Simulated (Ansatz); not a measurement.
# K on Pd(111): change of the work function

How does one ordered layer of K (fcc site) change the work function of Pd(111), and what dipole does each adsorbate carry?

Main program and level: Ansatz 0.2.0; plane-wave DFT, PBE, Ansatz PAW.

## Step 1: The starting structure

The cell holds 4 atoms: 4 Pd. Cell: a = 2.751 Å, b = 2.751 Å, c = 24.738 Å, α = 90.0°, β = 90.0°, γ = 60.0°. Vacuum lies along c.

## Step 2: The clean slab

The bare slab comes first, as the zero from which every change is counted. The two lowest layers are held at bulk places and the upper ones relax. The dipole correction removes the false field that a one-sided slab makes across the periodic vacuum, so each face gets a flat vacuum level of its own.

Contents of input.yaml:

```yaml
crystal:
  lattice:
    - [2.7506453788, 0.0, 0.0]
    - [1.3753226894, 2.3821287749, 0.0]
    - [0.0, 0.0, 24.7376776414]
  atoms:
    - { symbol: Pd, position: [0.0, 0.0, 0.3638174986] }
    - { symbol: Pd, position: [0.3333333333, 0.3333333333, 0.4546058329] }
    - { symbol: Pd, position: [0.6666666667, 0.6666666667, 0.5453941671] }
    - { symbol: Pd, position: [0.0, 0.0, 0.6361825014] }
kpoints:
  mp_grid: { grid: [12, 12, 1] }
hamiltonian:
  xc: pbe
scf:
  occupations: { method: fermi_dirac, width: 0.1 }
  convergence: { dr2_threshold: 1.0e-08 }
efield:
  axis: 3
  dipole_correction: true
  ramp_position: 0.97
  ramp_width: 0.06
relax:
  f_tol: 0.02
  max_steps: 60
  constraints: [{ sites: [0, 1] }]
output:
  write_potential: true
  write_density: true
  volumetric_format: npy
```

Run with:

```bash
> ansatz run input.yaml --threads 4 --pin off --max-ram 6144MiB --backend cpu --events-out ev --progress --plain --runs-dir out
```

Output:

```text
Engine: ansatz 0.2.0, aarch64-unknown-linux-gnu
Pseudopotentials: kind: paw
Pseudopotential: Pd, paw, valence charge 18, recommended cutoff 420 eV (normal), Pd.paw.azcp
Functional definition: PBE
  parameter kappa = 0.804
  parameter beta = 0.066725
  exchange = pbe_x(kappa = kappa, mu = beta*pi^2/3)
  correlation = pbe_c(beta = beta)
Crystal: 4 atoms, lattice volume = 162.091 Å³
Basis set: ecut = 420 eV, 3173 PW (Γ), exchange–correlation on 40×40×360 points (8 copies of the dense FFT grid, shifted against one another)
Bands: 44, of which v1, the nominal top of the filled ones, is band 36 counted from 1 (35 counted from 0)
Symmetry: 6 space group operations
k-points: 19 of 144 (time reversal used)
Non-local potential: Pd, projectors of the file, l = 0: 2, l = 1: 2, l = 2: 2, l = 3: 1
PAW form: soft (Blöchl's): semilocal exchange-correlation on the pseudo side does not see the compensation charge
PAW one-centre angular grid: Pd, 590 points (default); XC on 64 Gauss nodes
Initial density: superposition of atomic densities (neutral atoms: chi_scale 0, normalization atom), corrected by the library's trained network
Initial wavefunctions: pseudopotential atomic-orbital guess
Functional: x = pbe(κ = 0.804, μ = 0.219515), c = pbe(β = 0.066725)
SCF iter   1: F=—  HF=-27890.455168 eV  |F-HF|=—  |Δ(HF+E_count)|=         —  Δρ=1.07e-2  dr2=1.28e0  ethr=1.77e-3  p=0.000 e·Å  D=6.33e-14 V/Å  ΔV_dip=-0.00 eV  dr2_dipole=3.98e-8  V_vac-E_F(+/−)=4.91/4.91 eV  ⟨swp⟩=8.8  Hψ=3801  notcnv=0  defer=5
efield: sawtooth ramp at fractional position 0.9700 (set: `efield.ramp_position`, or a place that a band, a saddle search or an elastic batch's reference lends), width 0.0600; the density the first Hamiltonian is built on has a dipole p = 0.000 e·Å; the dipole correction subtracts the counter field D = 6.33e-14 V/Å, which shifts the + side's vacuum level by -0.00 eV against the − side's; the planar-averaged density in the ramp window peaks in size at 1.0e-5 e/Å³
preconditioner: auto → LDOS  [metal: Δε(μ)=0.013 eV  Ē_g=7.392 eV  σ=0.100 eV  W_gap=0.03  n_scr=18 (ndim 8)  ℏωp=18.4 eV  f_vac=0.591  D(μ)=8.60/eV (n_scr^D=102)  β→1.0]
SCF iter   2: F=—  HF=-27890.433595 eV  |F-HF|=—  |Δ(HF+E_count)|=   2.16e-2  Δρ=7.31e-3  dr2=1.75e-1  ethr=1.77e-3  p=0.000 e·Å  D=1.46e-6 V/Å  ΔV_dip=-0.00 eV  dr2_dipole=8.38e-8  V_vac-E_F(+/−)=5.24/5.24 eV  ⟨swp⟩=2.3  Hψ=1056  notcnv=0  defer=19
SCF iter   3: F=—  HF=-27890.425870 eV  |F-HF|=—  |Δ(HF+E_count)|=   7.72e-3  Δρ=2.98e-3  dr2=1.13e-1  ethr=2.44e-4  p=-0.000 e·Å  D=-3.11e-6 V/Å  ΔV_dip=0.00 eV  dr2_dipole=6.94e-8  V_vac-E_F(+/−)=5.17/5.17 eV  ⟨swp⟩=2.2  Hψ=1106  notcnv=0  defer=23
SCF iter   4: F=—  HF=-27890.422740 eV  |F-HF|=—  |Δ(HF+E_count)|=   3.13e-3  Δρ=6.69e-4  dr2=1.33e-3  ethr=1.57e-4  p=-0.000 e·Å  D=-9.09e-6 V/Å  ΔV_dip=0.00 eV  dr2_dipole=1.18e-8  V_vac-E_F(+/−)=5.25/5.25 eV  ⟨swp⟩=1.6  Hψ=832  notcnv=0  defer=23
SCF iter   5: F=—  HF=-27890.423181 eV  |F-HF|=—  |Δ(HF+E_count)|=   4.40e-4  Δρ=1.74e-4  dr2=5.12e-5  ethr=1.85e-6  p=-0.000 e·Å  D=-1.19e-6 V/Å  ΔV_dip=0.00 eV  dr2_dipole=2.19e-10  V_vac-E_F(+/−)=5.25/5.25 eV  ⟨swp⟩=2.1  Hψ=1258  notcnv=0  defer=23
SCF iter   6: F=—  HF=-27890.423228 eV  |F-HF|=—  |Δ(HF+E_count)|=   4.68e-5  Δρ=4.92e-5  dr2=8.06e-6  ethr=7.11e-8  p=-0.000 e·Å  D=-9.58e-7 V/Å  ΔV_dip=0.00 eV  dr2_dipole=4.40e-11  V_vac-E_F(+/−)=5.24/5.24 eV  ⟨swp⟩=2.4  Hψ=1396  notcnv=0  defer=23
SCF iter   7: F=—  HF=-27890.423234 eV  |F-HF|=—  |Δ(HF+E_count)|=   6.22e-6  Δρ=1.81e-5  dr2=4.03e-7  ethr=1.12e-8  p=-0.000 e·Å  D=-6.40e-7 V/Å  ΔV_dip=0.00 eV  dr2_dipole=5.42e-12  V_vac-E_F(+/−)=5.24/5.24 eV  ⟨swp⟩=3.2  Hψ=1490  notcnv=0  defer=20
SCF iter   8: F=—  HF=-27890.423235 eV  |F-HF|=—  |Δ(HF+E_count)|=   1.67e-6  Δρ=6.07e-6  dr2=5.45e-8  ethr=5.59e-10  p=-0.000 e·Å  D=-2.91e-7 V/Å  ΔV_dip=0.00 eV  dr2_dipole=1.87e-13  V_vac-E_F(+/−)=5.24/5.24 eV  ⟨swp⟩=2.6  Hψ=1481  notcnv=0  defer=20
SCF iter   9: F=-27890.423236 eV  HF=-27890.423236 eV  |F-HF|=1.11e-8  |Δ(HF+E_count)|=   2.60e-7  Δρ=1.39e-6  dr2=5.22e-9  ethr=1.39e-11  p=-0.000 e·Å  D=-1.16e-7 V/Å  ΔV_dip=0.00 eV  dr2_dipole=3.34e-13  V_vac-E_F(+/−)=5.24/5.24 eV  ⟨swp⟩=9.9  Hψ=5842  notcnv=0
SCF 1 converged in 9 iterations: F = -27890.423236 eV  dr2 = 5.22e-9
  greatest PAW one-centre occupation: 0.999 electrons in one spin orbital (limit 2), on the Pd atom at site 3 (counted from 0), in its partial waves of l = 0
relax step   1: F+E_penalty+E_count = -27890.42323570 eV  Δ(F+E_penalty+E_count) = +0.000e0 eV  max|allowed force component| = 3.166e-1 eV/Å  Δτ_max = 0.0000 Å  (9 SCF iters, accepted)
Initial density: handed on by an earlier stage of this run
Initial wavefunctions: those handed on with the density
iter 1 solved again at ethr=2.12e-4 eV; its pass at ethr=3.10e-3 eV (dr2=1.53e-1 eV) is discarded
SCF iter   1: F=—  HF=-27890.473022 eV  |F-HF|=—  |Δ(HF+E_count)|=         —  Δρ=1.03e-2  dr2=1.69e-1  ethr=2.12e-4  p=-0.000 e·Å  D=-1.13e-6 V/Å  ΔV_dip=0.00 eV  dr2_dipole=2.24e-3  V_vac-E_F(+/−)=5.27/5.27 eV  ⟨swp⟩=1.9  Hψ=3276  notcnv=0  defer=23
efield: sawtooth ramp at fractional position 0.9700 (set: `efield.ramp_position`, or a place that a band, a saddle search or an elastic batch's reference lends), width 0.0600; the density the first Hamiltonian is built on has a dipole p = -0.000 e·Å; the dipole correction subtracts the counter field D = -1.13e-6 V/Å, which shifts the + side's vacuum level by +0.00 eV against the − side's; the planar-averaged density in the ramp window peaks in size at 5.9e-6 e/Å³
preconditioner: auto → LDOS  [metal: Δε(μ)=0.027 eV  Ē_g=7.480 eV  σ=0.100 eV  W_gap=0.07  n_scr=18 (ndim 8)  ℏωp=18.4 eV  f_vac=0.586  D(μ)=8.63/eV (n_scr^D=102)  β→1.0]
SCF iter   2: F=—  HF=-27890.485262 eV  |F-HF|=—  |Δ(HF+E_count)|=   1.22e-2  Δρ=8.04e-3  dr2=2.31e-1  ethr=2.12e-4  p=0.009 e·Å  D=1.02e-2 V/Å  ΔV_dip=-0.25 eV  dr2_dipole=2.06e-2  V_vac-E_F(+/−)=5.00/5.25 eV  ⟨swp⟩=3.1  Hψ=1628  notcnv=0  defer=23
SCF iter   3: F=—  HF=-27890.436933 eV  |F-HF|=—  |Δ(HF+E_count)|=   4.83e-2  Δρ=1.43e-3  dr2=7.38e-3  ethr=2.12e-4  p=-0.000 e·Å  D=-2.15e-5 V/Å  ΔV_dip=0.00 eV  dr2_dipole=1.42e-3  V_vac-E_F(+/−)=5.26/5.25 eV  ⟨swp⟩=2.2  Hψ=1432  notcnv=0  defer=23
SCF iter   4: F=—  HF=-27890.436372 eV  |F-HF|=—  |Δ(HF+E_count)|=   5.61e-4  Δρ=7.26e-4  dr2=1.35e-3  ethr=1.03e-5  p=-0.000 e·Å  D=-2.56e-4 V/Å  ΔV_dip=0.01 eV  dr2_dipole=1.69e-4  V_vac-E_F(+/−)=5.26/5.25 eV  ⟨swp⟩=2.6  Hψ=1517  notcnv=0  defer=23
[...]
SCF iter   9: F=—  HF=-27890.436094 eV  |F-HF|=—  |Δ(HF+E_count)|=   2.66e-6  Δρ=6.84e-6  dr2=2.04e-7  ethr=3.68e-9  p=-0.001 e·Å  D=-1.18e-3 V/Å  ΔV_dip=0.03 eV  dr2_dipole=1.76e-9  V_vac-E_F(+/−)=5.28/5.25 eV  ⟨swp⟩=1.6  Hψ=936  notcnv=0  defer=23
SCF iter  10: F=—  HF=-27890.436094 eV  |F-HF|=—  |Δ(HF+E_count)|=   1.41e-7  Δρ=2.35e-6  dr2=2.46e-8  ethr=2.84e-10  p=-0.001 e·Å  D=-1.18e-3 V/Å  ΔV_dip=0.03 eV  dr2_dipole=5.37e-10  V_vac-E_F(+/−)=5.28/5.25 eV  ⟨swp⟩=1.9  Hψ=1002  notcnv=0  defer=23
SCF iter  11: F=-27890.436094 eV  HF=-27890.436094 eV  |F-HF|=3.74e-9  |Δ(HF+E_count)|=   2.10e-8  Δρ=9.18e-7  dr2=4.35e-9  ethr=1.39e-11  p=-0.001 e·Å  D=-1.17e-3 V/Å  ΔV_dip=0.03 eV  dr2_dipole=3.31e-12  V_vac-E_F(+/−)=5.28/5.25 eV  ⟨swp⟩=9.2  Hψ=5443  notcnv=0
SCF 2 converged in 11 iterations: F = -27890.436094 eV  dr2 = 4.35e-9
  greatest PAW one-centre occupation: 0.999 electrons in one spin orbital (limit 2), on the Pd atom at site 0 (counted from 0), in its partial waves of l = 0
relax step   2: F+E_penalty+E_count = -27890.43609399 eV  Δ(F+E_penalty+E_count) = -1.286e-2 eV  max|allowed force component| = 1.195e-1 eV/Å  Δτ_max = 0.1491 Å  (11 SCF iters, accepted)
SCF iter   1: F=—  HF=-27890.441869 eV  |F-HF|=—  |Δ(HF+E_count)|=         —  Δρ=3.46e-3  dr2=5.32e-2  ethr=1.86e-4  p=-0.001 e·Å  D=-1.17e-3 V/Å  ΔV_dip=0.03 eV  dr2_dipole=1.25e-2  V_vac-E_F(+/−)=5.27/5.24 eV  ⟨swp⟩=3.7  Hψ=1882  notcnv=0  defer=23
efield: sawtooth ramp at fractional position 0.9700 (set: `efield.ramp_position`, or a place that a band, a saddle search or an elastic batch's reference lends), width 0.0600; the density the first Hamiltonian is built on has a dipole p = -0.001 e·Å; the dipole correction subtracts the counter field D = -1.17e-3 V/Å, which shifts the + side's vacuum level by +0.03 eV against the − side's; the planar-averaged density in the ramp window peaks in size at 4.1e-6 e/Å³
preconditioner: auto → LDOS  [metal: Δε(μ)=0.005 eV  Ē_g=7.445 eV  σ=0.100 eV  W_gap=0.01  n_scr=18 (ndim 8)  ℏωp=18.4 eV  f_vac=0.586  D(μ)=8.75/eV (n_scr^D=102)  β→1.0]
SCF iter   2: F=—  HF=-27890.442579 eV  |F-HF|=—  |Δ(HF+E_count)|=   7.10e-4  Δρ=2.46e-3  dr2=2.49e-2  ethr=7.39e-5  p=-0.004 e·Å  D=-4.16e-3 V/Å  ΔV_dip=0.10 eV  dr2_dipole=3.71e-3  V_vac-E_F(+/−)=5.35/5.25 eV  ⟨swp⟩=2.0  Hψ=1476  notcnv=0  defer=23
SCF iter   3: F=—  HF=-27890.438253 eV  |F-HF|=—  |Δ(HF+E_count)|=   4.33e-3  Δρ=5.40e-4  dr2=2.62e-3  ethr=3.45e-5  p=-0.001 e·Å  D=-7.90e-4 V/Å  ΔV_dip=0.02 eV  dr2_dipole=6.99e-4  V_vac-E_F(+/−)=5.27/5.25 eV  ⟨swp⟩=2.0  Hψ=1237  notcnv=0  defer=23
SCF iter   4: F=—  HF=-27890.438155 eV  |F-HF|=—  |Δ(HF+E_count)|=   9.79e-5  Δρ=2.67e-4  dr2=2.39e-4  ethr=3.65e-6  p=-0.001 e·Å  D=-8.37e-4 V/Å  ΔV_dip=0.02 eV  dr2_dipole=2.30e-5  V_vac-E_F(+/−)=5.27/5.25 eV  ⟨swp⟩=2.1  Hψ=1201  notcnv=0  defer=23
SCF iter   5: F=—  HF=-27890.438115 eV  |F-HF|=—  |Δ(HF+E_count)|=   3.95e-5  Δρ=6.91e-5  dr2=2.80e-5  ethr=3.32e-7  p=-0.001 e·Å  D=-7.61e-4 V/Å  ΔV_dip=0.02 eV  dr2_dipole=4.25e-6  V_vac-E_F(+/−)=5.27/5.25 eV  ⟨swp⟩=2.0  Hψ=1164  notcnv=0  defer=23
SCF iter   6: F=—  HF=-27890.438110 eV  |F-HF|=—  |Δ(HF+E_count)|=   5.40e-6  Δρ=3.89e-5  dr2=5.55e-6  ethr=3.89e-8  p=-0.001 e·Å  D=-7.43e-4 V/Å  ΔV_dip=0.02 eV  dr2_dipole=8.72e-8  V_vac-E_F(+/−)=5.27/5.25 eV  ⟨swp⟩=2.1  Hψ=1071  notcnv=0  defer=23
SCF iter   7: F=—  HF=-27890.438111 eV  |F-HF|=—  |Δ(HF+E_count)|=   7.73e-7  Δρ=2.04e-5  dr2=2.13e-6  ethr=7.71e-9  p=-0.001 e·Å  D=-7.64e-4 V/Å  ΔV_dip=0.02 eV  dr2_dipole=4.51e-11  V_vac-E_F(+/−)=5.27/5.25 eV  ⟨swp⟩=1.5  Hψ=905  notcnv=0  defer=23
SCF iter   8: F=—  HF=-27890.438111 eV  |F-HF|=—  |Δ(HF+E_count)|=   1.24e-7  Δρ=8.84e-6  dr2=3.85e-7  ethr=2.96e-9  p=-0.001 e·Å  D=-7.82e-4 V/Å  ΔV_dip=0.02 eV  dr2_dipole=1.60e-10  V_vac-E_F(+/−)=5.27/5.25 eV  ⟨swp⟩=1.6  Hψ=876  notcnv=0  defer=23
SCF iter   9: F=—  HF=-27890.438111 eV  |F-HF|=—  |Δ(HF+E_count)|=   1.19e-7  Δρ=2.87e-6  dr2=3.19e-8  ethr=5.34e-10  p=-0.001 e·Å  D=-7.82e-4 V/Å  ΔV_dip=0.02 eV  dr2_dipole=8.38e-11  V_vac-E_F(+/−)=5.27/5.25 eV  ⟨swp⟩=1.4  Hψ=891  notcnv=0  defer=23
SCF iter  10: F=-27890.438111 eV  HF=-27890.438111 eV  |F-HF|=9.16e-9  |Δ(HF+E_count)|=   6.29e-8  Δρ=1.13e-6  dr2=4.89e-9  ethr=1.39e-11  p=-0.001 e·Å  D=-7.77e-4 V/Å  ΔV_dip=0.02 eV  dr2_dipole=2.98e-11  V_vac-E_F(+/−)=5.27/5.25 eV  ⟨swp⟩=9.2  Hψ=5458  notcnv=0
SCF 3 converged in 10 iterations: F = -27890.438111 eV  dr2 = 4.89e-9
relax step   3: F+E_penalty+E_count = -27890.43811104 eV  Δ(F+E_penalty+E_count) = -2.017e-3 eV  max|allowed force component| = 1.002e-2 eV/Å  Δτ_max = 0.0431 Å  (10 SCF iters, accepted)
NSCF: frozen V_eff on 19 k-points
the band table was solved once a step of the walk had ended and its energy, with any forces and stress, was formed, with the checks that follow a solve (4649 applications of the Hamiltonian). They found nothing against the state; the energy, forces and stress were not computed again (output.eigenvalues in the input reference)
WARN: The input density's exchange-correlation potential varies sharply where the density is thin. Do not read a vacuum level from v_tot or v_xc, or from such a field of the output density. On a cell that repeats whose density bears no net charge and no dipole along the vacuum's axis use v_es (v_loc + v_h of the components); under efield.dipole_correction with no amplitude use v_es + v_field, which holds any external [...]
SCF converged after 10 iterations
Free energy (F): -27890.438111 eV
Harris-Foulkes:  -27890.438111 eV  (|F-HF|=9.16e-9)
Internal energy: -27890.160758 eV  (E = F + TS)
E sigma→0 (E₀):  -27890.299434 eV
Entropy (-TS):   -0.277353 eV (-69.338 meV/atom)
Fermi energy:    3.865219 eV
Dipole field:    D = -0.000785 V/Å  (p = -0.000703 e·Å, saw-weighted, corrected)
Work function:   Φ+ = 5.2682 eV   Φ− = 5.2488 eV
Levels:          The Fermi level and band energies are counted from a zero that moves with the ramp; work functions are not
--- Per-component energies (eV) ---
  E_band       = -1676.700702
  E_kinetic    = 2053.458325
  E_local      = -127765.330083  (includes V_loc(G=0)·N_el)
  E_nonlocal   = 869.748792
  E_hartree    = 62664.015493
  E_xc         = -672.789627
  E_vxc        = -843.766960  (∫ρ·V_xc dr)
  E_paw        = -15001.631603  (= ΣΔE_a)
  E_vpaw       = -1318.850886  (= ΣTr[D̂ρ^β])
  E_aug_tail   = 0.000881  (compensation charges beyond the density's cutoff)
  E_efield     = 0.000000  (sawtooth field / dipole correction)
  E_vefield    = 0.002178  (∫n·V_field dr)
  E_ewald      = 49962.367064
  E_smearing   = -0.277353  (= −TS)
  E_closure    = 0.000000  (closes the sum)
  Σ components = -27890.438111   (vs F -27890.438111, Δ=0.00e0)
--- Forces (eV/Å), atoms counted from 1 ---
  atom   1  Pd     0.00000000    -0.00000000    -0.31322261
  atom   2  Pd     0.00000000    -0.00000000     0.30972249
  atom   3  Pd     0.00000000     0.00000000    -0.00649871
  atom   4  Pd    -0.00000000     0.00000000     0.01001647
  max |Σ_I F_I| component: 1.76e-5 eV/Å
--- Band table (eV; the first three rows and the last of 19) ---
  k-point 0: bands = [... 32 lower, 2.6989, 2.9476, 2.9476, 3.4679, 3.4679, 3.7710, 3.7710, 4.2819, ... 4 higher]
  k-point 1: bands = [... 32 lower, 2.6192, 2.9508, 2.9602, 3.1225, 3.4642, 3.5262, 3.7785, 4.8762, ... 4 higher]
  k-point 2: bands = [... 32 lower, 2.5130, 2.5291, 2.9094, 2.9320, 3.4494, 3.7948, 4.0102, 5.8227, ... 4 higher]
  k-point 18: bands = [... 32 lower, 3.3435, 3.5770, 3.6104, 3.6222, 10.1875, 10.3728, 10.3815, 11.0947, ... 4 higher]
--- Relaxed structure (3 steps of the walk, 3 accepted, 0 SCFs on fresh bases) ---
  F+E_penalty+E_count = -27890.43811104 eV   max|allowed force component| = 1.002e-2 eV/Å
  atoms:
    - { symbol: Pd, position: [0.0, 0.0, 0.3638174986] }
    - { symbol: Pd, position: [0.333333, 0.333333, 0.454606] }
    - { symbol: Pd, position: [0.666667, 0.666667, 0.547339] }
    - { symbol: Pd, position: [0, 0, 0.640465] }
```

Run time: 9.3 s. Hardware: 4 threads of Arm Neoverse V2, shared host; peak memory 0.48 GiB; 36 s of CPU time.

Reading the cycles: dr2 is the Hartree energy of the density residual (eV), the measure of convergence; HF is the Harris–Foulkes estimate of the energy, which meets the free energy F at convergence.

The steps of the relaxation:

```csv
step,energy less that of the first step (eV),largest force component (eV/Å)
1,0.0000,0.3166
2,-0.0129,0.1195
3,-0.0149,0.0100
```

Forces are held to the 6 operations that the program found; a distortion that breaks them can't arise in this run.

The atoms that moved most (Å):

| atom | dx | dy | dz | length |
| --- | --- | --- | --- | --- |
| Pd4 | 0.000 | 0.000 | 0.106 | 0.106 |
| Pd3 | 0.000 | 0.000 | 0.048 | 0.048 |

The relaxed structure:

```cif
data_structure
_symmetry_space_group_name_H-M 'P 1'
_symmetry_Int_Tables_number 1
_cell_length_a 2.7506
_cell_length_b 2.7506
_cell_length_c 24.7377
_cell_angle_alpha 90.000
_cell_angle_beta 90.000
_cell_angle_gamma 60.000
_cell_volume 162.09
loop_
_atom_site_label
_atom_site_type_symbol
_atom_site_fract_x
_atom_site_fract_y
_atom_site_fract_z
_atom_site_occupancy
Pd1 Pd 0.00000 0.00000 0.36382 1
Pd2 Pd 0.33333 0.33333 0.45461 1
Pd3 Pd 0.66667 0.66667 0.54734 1
Pd4 Pd 0.00000 0.00000 0.64047 1
```

Numbers from this step:

```yaml
energy_at_zero_smearing: -27890.2994 eV
work_function_upper_face: 5.268 eV
dipole_along_the_normal: -7.03e-4 e·Å
```

Running mean over 2.246 Å of the planar mean; the ramp of the sawtooth is left out. Electron's electrostatic potential energy less the Fermi level against z:

z (Å), electron's electrostatic potential energy less the Fermi level (eV) and a bar from the least value:
```
      3.5       5.25 ##############################
      4.0       5.25 ##############################
      4.5       5.25 ##############################
      5.0       5.25 ##############################
      5.5       5.23 ##############################
      6.0       5.19 ##############################
      6.5       5.04 #############################
      7.0       4.40 ############################
      7.5       1.79 ######################
      8.0      -3.11 ############
      8.5      -7.03 ###
      9.0      -8.25 #
      9.5      -8.43 
     10.0      -8.48 
     10.5      -8.52 
     11.0      -8.56 
     11.5      -8.51 
     12.0      -8.24 #
     12.5      -8.12 #
     13.0      -8.35 
     13.5      -8.50 
     14.0      -8.28 #
     14.5      -7.92 #
     15.0      -7.94 #
     15.5      -8.20 #
     16.0      -8.01 #
     16.5      -6.08 #####
     17.0      -1.45 ###############
     17.5       2.94 #########################
     18.0       4.73 #############################
     18.5       5.13 ##############################
     19.0       5.23 ##############################
     19.5       5.26 ##############################
     20.0       5.27 ##############################
     20.5       5.27 ##############################
     21.0       5.27 ##############################
     21.5       5.27 ##############################
```

The relaxation took 3 steps and lowered the energy by 0.015 eV; the largest force on the free atoms ends at 0.010 eV/Å.

The work function of the upper face is 5.27 eV.

[end of part 1 of 2]

[Long decimals in the printed logs are rounded to 6 places.]

[Logs are printed without paths, hosts, clocks, repeated set-up lines and the standing remarks that a program may print on its own settings, such as how far it seeks lower states.]

[Hosts, paths, dates, database ids (printed as entryN), source tags and the programs' standing remarks are cut or masked in the printed files.]

[Maps of the electrostatic potential energy from Ansatz leave out the sawtooth potential of an applied field or a dipole correction, so their vacuum need not be flat; planar profiles and work functions include it.]
